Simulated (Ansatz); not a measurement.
# CaMn3S4: relaxing a made-up structure, part 2 of 2

This structure for CaMn3S4 is made up. Its elements were placed in a known structure type with a cell scaled to their sizes. What cell does the guess relax to, and how far off was it?

Ansatz 0.2.0; DFT, PBEsol, plane-wave PAW, files of the set soft_1, scalar-relativistic, ferromagnetic start, cell and ions relaxed at zero pressure; PAW set soft_1 (the session's first sound run).

So far: The starting structure; Relaxation of the guess. The relaxed cell has a, b, c = 7.341, 10.371, 3.684 Å (conventional setting).

In doubt: warnings of the run leave room for a lower electronic state, so energies may not be the lowest and differences between runs may mislead.

**3. Bands of the relaxed cell**

A second self-consistent run takes a narrower smearing and the mesh shown in its input; the bands follow along the standard path of the relaxed lattice.

This step: DFT, PBEsol, plane-wave PAW, files of the set soft_1, scalar-relativistic, ferromagnetic start, bands and density of states at the relaxed cell; PAW set soft_1 (Ansatz 0.2.0).

input.yaml

```yaml
crystal:
  lattice:
    - [3.6703281411, -5.1857176765, 0.0]
    - [3.6703281411, 5.1857176765, 0.0]
    - [0.0, 0.0, 3.683694959]
  atoms:
    - { symbol: Mn, position: [0.0, 0.0, 0.0], spin: 4.1 }
    - { symbol: Mn, position: [0.5, 0.0, 0.5], spin: 4.1 }
    - { symbol: Mn, position: [0.0, 0.5, 0.5], spin: 4.1 }
    - { symbol: Ca, position: [0.5, 0.5, 0.0] }
    - { symbol: S, position: [0.7593965474, 0.2406034526, 0.0] }
    - { symbol: S, position: [0.231802771, 0.231802771, 0.5] }
    - { symbol: S, position: [0.768197229, 0.768197229, 0.5] }
    - { symbol: S, position: [0.2406034526, 0.7593965474, 0.0] }
magnetization:
  spin_polarized: true
kpoints:
  mp_grid: { grid: [6, 6, 8] }
  band_path:
    path:
      - [[0.0, 0.0, 0.0], [0.37523683, 0.37523683, 0.0], [0.0, 0.5, 0.0], [0.0, 0.5, 0.5], [0.37523683, 0.37523683, 0.5], [0.0, 0.0, 0.5], [0.0, 0.0, 0.0], [-0.5, 0.5, 0.0], [-0.37523683, 0.62476317, 0.0], [-0.37523683, 0.62476317, 0.5], [-0.5, 0.5, 0.5], [-0.5, 0.5, 0.0]]
      - [[0.0, 0.0, 0.5], [-0.5, 0.5, 0.5]]
    npoints: 6
scf:
  occupations: { method: fermi_dirac, width: 0.03 }
  n_extra_bands: 19
hamiltonian:
  xc: pbesol
  pseudopotentials: { kind: paw, azcp: { folder: soft_1 }, xc_functional: pbe }
output:
  forces: true
  stress: true
  write_bands: true
  dos: { projected: true }
  write_density: true
  write_potential: true
  elf: true
  volumetric_format: npy
```

The run is started by

```sh
> ansatz run input.yaml --threads 4 --pin off --max-ram 10240MiB --backend cpu --events-out ev --progress --plain --runs-dir out
```

Numbers of over 12 decimals in the logs are rounded to 6 here.

What it wrote:

```text
[...]
Crystal: 8 atoms, lattice volume = 140.226 Å³
Basis set: ecut = 420 eV, 2793 PW (Γ), exchange–correlation on 90×90×50 points (8 copies of the dense FFT grid, shifted against one another)
Bands: 59, of which v1, the nominal top of the filled ones, is band 40 counted from 1 (39 counted from 0)
Symmetry: 8 space group operations
[...]
k-points: 65 of 288
[...]
Starting moments: Σ|m| = 12.3 μB on 3 of 8 sites
[...]
SCF iter   1: F=—  HF=-16946.842328 eV  |F-HF|=—  |Δ(HF+E_count)|=         —  Δρ=6.26e-2 (↑6.26e-2 ↓2.21e-2)  dr2=9.19e0  dr2_m=1.35e0  M=13.925 μB ∫|m|=13.927 μB  β_m=0.30  ethr=3.10e-3  ⟨swp⟩=9.4  Hψ=38401  notcnv=0  defer=154
[...]
SCF iter  13: F=-16946.096333 eV  HF=-16946.096333 eV  |F-HF|=3.38e-8  |Δ(HF+E_count)|=   1.94e-8  Δρ=2.34e-6 (↑2.34e-6 ↓2.26e-6)  dr2=4.37e-8  dr2_m=1.52e-10  M=14.057 μB ∫|m|=14.058 μB  ethr=1.26e-10  ⟨swp⟩=15.5  Hψ=56387  notcnv=0
SCF 1 converged in 13 iterations: F = -16946.096333 eV  dr2 = 4.37e-8
[...]
NSCF: frozen V_eff on 74 k-points
SCF converged after 13 iterations
Magnetization: 14.0574 μB (46.5287 up, 32.4713 down)
Absolute magnetization: 14.0578 μB (∫|ρ↑−ρ↓|, with the PAW one-centre terms)
[...]
Per-site moments (μB) at R_I (Å): [(4.090628, 1.029354), (4.111520, 1.070973), (4.111520, 1.070973), (0.038577, 1.109755), (0.128060, 1.029354), (0.125001, 1.034363), (0.125001, 1.034363), (0.128060, 1.029354)]
Free energy (F): -16946.096333 eV
[...]
Internal energy: -16946.087220 eV  (E = F + TS)
E sigma→0 (E₀):  -16946.091777 eV
Entropy (-TS):   -0.009112 eV (-1.139 meV/atom)
Fermi energy:    10.337285 eV
[...]
--- Forces (eV/Å), atoms counted from 1 ---
  atom   1  Mn    -0.00000000     0.00000000     0.00000000
  atom   2  Mn     0.00000000     0.00000000     0.00000000
  atom   3  Mn     0.00000000     0.00000000     0.00000000
  atom   4  Ca    -0.00000000     0.00000000     0.00000000
  atom   5  S      0.00000000    -0.00513605     0.00000000
  atom   6  S      0.00638859     0.00000000     0.00000000
  atom   7  S     -0.00638859     0.00000000     0.00000000
  atom   8  S      0.00000000     0.00513605     0.00000000
  max |Σ_I F_I| component: 8.67e-19 eV/Å
--- Stress (GPa, compression-positive) ---
       -0.050135       0.000000       0.000000
        0.000000      -0.020239       0.000000
        0.000000       0.000000      -0.020027
  P = ⅓ Tr σ = -0.0301 GPa (-0.301 kbar)
--- Band table (eV; the first three rows and the last of 130) ---
  k-point 0 ↑: bands = [... 36 lower, 7.7245, 7.9067, 7.9379, 8.0980, 8.5846, 8.6119, 8.6928, 9.8832, ... 15 higher]
  k-point 1 ↑: bands = [... 36 lower, 7.7400, 7.9053, 8.0156, 8.0744, 8.3632, 8.6494, 8.7814, 9.9896, ... 15 higher]
  k-point 2 ↑: bands = [... 36 lower, 7.8112, 7.9448, 8.0145, 8.0777, 8.3102, 8.6636, 9.0695, 9.4161, ... 15 higher]
  k-point 64 ↓: bands = [... 36 lower, 11.5653, 11.5814, 11.7731, 11.7879, 11.9783, 12.0055, 12.0353, 12.4367, ... 15 higher]
```

Elapsed: 50 s, on 4 threads of Arm Neoverse V1, shared host; peak memory 1 GiB.

In the SCF lines HF is the Harris–Foulkes energy and dr2 the Hartree energy of the density residual, in eV; the loop may stop once dr2 is under the threshold and the program's other checks hold. Hψ counts applications of the Hamiltonian.

Numbers from this step:

| Quantity | Value |
| --- | --- |
| free energy | -16946.0963 eV |
| energy at zero smearing | -16946.0918 eV |
| smearing term TS | 0.009112 eV |
| Fermi energy | 10.34 eV |
| magnetization | 14.06 μB |
| absolute magnetization | 14.06 μB |
| site moments | 4.091, 4.112, 4.112, 0.03858, 0.1281, 0.1250, 0.1250, 0.1281 μB |
| pressure | -0.03013 GPa |

From bands.tsv, the bands that come nearest the Fermi level along the path, at its corners, in eV from the Fermi level:

```tsv
point	band_43_up	band_44_up	band_45_up	band_46_up	band_32_dn	band_33_dn	band_34_dn	band_35_dn
Γ	-0.45	-0.33	0.40	0.49	-0.74	0.44	0.47	0.49
X	-0.88	-0.74	-0.36	0.02	-0.07	0.54	0.77	0.82
S	-0.89	-0.84	0.03	0.10	0.39	0.42	0.77	0.80
R	-1.19	-1.06	-0.30	-0.17	0.37	0.45	0.53	0.78
A	-0.35	-0.32	-0.26	0.21	-0.45	-0.40	0.91	1.17
Z	-1.86	-0.90	-0.39	0.33	0.84	0.89	0.94	1.09
Γ	-0.45	-0.33	0.40	0.49	-0.74	0.44	0.47	0.49
Y	-1.55	-1.01	-0.66	0.33	-0.40	0.25	0.52	0.90
X1	-0.88	-0.74	-0.36	0.02	-0.07	0.54	0.77	0.82
A1	-0.35	-0.32	-0.26	0.21	-0.45	-0.40	0.91	1.17
T	-0.37	-0.21	0.38	0.50	-0.73	-0.71	0.86	1.16
Y	-1.55	-1.01	-0.66	0.33	-0.40	0.25	0.52	0.90
Z	-1.86	-0.90	-0.39	0.33	0.84	0.89	0.94	1.09
T	-0.37	-0.21	0.38	0.50	-0.73	-0.71	0.86	1.16
```

Spin density in the ab plane of the conventional cell at fractional z = 0.000, with atoms of Mn and Ca and S within 0.2 Å of it.

Values in e/Å³, 13 rows by 16 columns, each cell a mean:
```
2.6 0.6 0.1 0.0 0.0 0.0 0.0 0.0 0.0 0.0 0.0 0.0 0.0 0.0 0.3 1.8
0.1 0.0 0.0 0.0 0.0 0.0 0.0 0.0 0.0 0.0 0.0 0.0 0.0 0.0 0.0 0.1
0.0 0.0 0.0 0.0 0.0 0.0 0.0 0.0 0.1 0.0 0.0 0.0 0.0 0.0 0.0 0.0
0.0 0.0 0.0 0.0 0.0 0.0 0.0 0.0 0.0 0.0 0.0 0.0 0.0 0.0 0.0 0.0
0.0 0.0 0.0 0.0 0.0 0.0 0.0 0.0 0.0 0.0 0.0 0.0 0.0 0.0 0.0 0.0
0.0 0.0 0.0 0.0 0.0 0.0 0.2 0.8 1.0 0.3 0.1 0.0 0.0 0.0 0.0 0.0
0.0 0.0 0.0 0.0 0.0 0.1 0.5 3.6 5.3 1.1 0.1 0.0 0.0 0.0 0.0 0.0
0.0 0.0 0.0 0.0 0.0 0.0 0.1 0.3 0.4 0.2 0.0 0.0 0.0 0.0 0.0 0.0
0.0 0.0 0.0 0.0 0.0 0.0 0.0 0.0 0.0 0.0 0.0 0.0 0.0 0.0 0.0 0.0
0.0 0.0 0.0 0.0 0.0 0.0 0.0 0.0 0.0 0.0 0.0 0.0 0.0 0.0 0.0 0.0
0.0 0.0 0.0 0.0 0.0 0.0 0.0 0.0 0.0 0.0 0.0 0.0 0.0 0.0 0.0 0.0
0.1 0.1 0.0 0.0 0.0 0.0 0.0 0.0 0.0 0.0 0.0 0.0 0.0 0.0 0.0 0.1
4.0 0.9 0.1 0.0 0.0 0.0 0.0 0.0 0.0 0.0 0.0 0.0 0.0 0.1 0.4 2.8
```
Columns run along a (7.3 Å), rows up along b (10.4 Å), edges of the conventional cell, whose origin can differ from the input's. Atoms in or near the plane, at fractional coordinates: Mn at (0.00, 0.00), Mn at (0.50, 0.50), Ca at (0.00, 0.50), Ca at (0.50, 0.00), S at (0.00, 0.24), S at (0.50, 0.74), S at (0.00, 0.76), S at (0.50, 0.26).

Valence density in the ab plane of the conventional cell at fractional z = 0.000, with atoms of Mn and Ca and S within 0.2 Å of it. It is the smooth field of the valence electrons, not physical close to the nuclei.

Ten steps, logarithmic in the rise over the least value, from '0' (0 e/Å³) to '9' (22 e/Å³), each cell a mean:
```
96300001466530000158
53100000244310000024
21000000011100000011
32100000122110000122
33210001233321000133
13310012332331001232
33210012332331000233
32100001233321000123
11000000122210000011
21000000122100000012
54200001367410000135
76300001599731000256
65300001589630000146
43100000245310000024
11000000112100000001
21100001223210000012
33210001333321000123
23310012321331001233
23310002333321001233
33210001233210000123
22100000111100000012
21000000122100000012
74100001355420000136
97310002567630000159
```
Columns run along a (7.3 Å), rows up along b (10.4 Å), edges of the conventional cell, whose origin can differ from the input's. Atoms in or near the plane, at fractional coordinates: Mn at (0.00, 0.00), Mn at (0.50, 0.50), Ca at (0.00, 0.50), Ca at (0.50, 0.00), S at (0.00, 0.24), S at (0.50, 0.74), S at (0.00, 0.76), S at (0.50, 0.26).

Electrostatic potential energy in the ab plane of the conventional cell at fractional z = 0.000, with atoms of Mn and Ca and S within 0.2 Å of it. With pseudopotentials it is smooth inside the atoms' cores, unlike the true potential.

Values in eV, 13 rows by 16 columns, each cell a mean:
```
-40 -18   7  12  12   8  -5 -31 -36 -14   5  11  13  10  -6 -36
  4   9  12  13  13  12  10   7   6   9  11  13  13  13  10   5
-25 -13   9  13  13  12   2 -16 -19  -5  10  13  13  11  -3 -24
-26 -14   8  13  13  11  -8 -30 -28 -20   7  13  13  11  -4 -26
  6   9  12  13  13  13   9   1  -1   7  12  13  13  13  10   7
-20  -5   8  12  13  11   2 -19 -24  -6   9  13  13  10   1 -16
-53 -26   3  11  12   9 -16 -52 -55 -32   4  12  12   7 -12 -48
 -9   1   9  12  13  12   6  -8 -11   1  10  13  13  11   5  -6
  1   7  12  13  13  13   7  -6  -9   3  11  13  13  13  10   3
-28 -20   7  13  13  10 -10 -30 -27 -22   7  13  13  11  -8 -29
-20  -6  10  13  13  12   6  -8 -11   1  11  13  13  12   2 -18
  1   7  12  13  13  12   8   3   2   7  11  13  13  13   9   3
-49 -26   5  12  12   8  -9 -40 -46 -21   4  11  12   9 -11 -45
```
Columns run along a (7.3 Å; values clipped at the 3rd and 97th percentile), rows up along b (10.4 Å), edges of the conventional cell, whose origin can differ from the input's. Atoms in or near the plane, at fractional coordinates: Mn at (0.00, 0.00), Mn at (0.50, 0.50), Ca at (0.00, 0.50), Ca at (0.50, 0.00), S at (0.00, 0.24), S at (0.50, 0.74), S at (0.00, 0.76), S at (0.50, 0.26).

**4. Outcome**

- space group, relaxed: Cmmm
- conventional cell: a = 7.341, b = 10.371, c = 3.684 Å; α = 90.0°, β = 90.0°, γ = 90.0°
- volume per atom: 17.53 Å³ (guess 20.15)
- total moment: 14.07 μB in the cell of 8 atoms

What this shows: CaMn3S4 relaxes to Cmmm with a = 7.341, b = 10.371 and c = 3.684 Å. The guessed volume was 15 % too large. The space group Cmmm was held in the relaxation, so the end point is a stationary structure within it and may be a saddle against distortions or other arrangements. The input starts from parallel moments, and no other start was typed. The electronic state may lie above the lowest one. Bands cross the Fermi level, so it is a metal or semimetal at this level. On the 6×6×8 mesh with the narrower smearing (relaxed on 5×5×7) the largest force component is 0.006 eV/Å and the largest stress component is 0.050 GPa, against the relaxation's thresholds of 0.015 eV/Å and 0.05 GPa. The cutoff wasn't tested. No dispersion term is used, so weakly bound directions may come out too long. The program estimates, without running it, that another magnetic order lies lower than the one relaxed here. Nothing here tests whether the compound is stable against decomposition.

[Logs are printed without paths, hosts, clocks, repeated set-up lines and the standing remarks that a program may print on its own settings, such as how far it seeks lower states.]

[Hosts, paths, dates, database ids (printed as entryN), source tags and the programs' standing remarks are cut or masked in the printed files.]
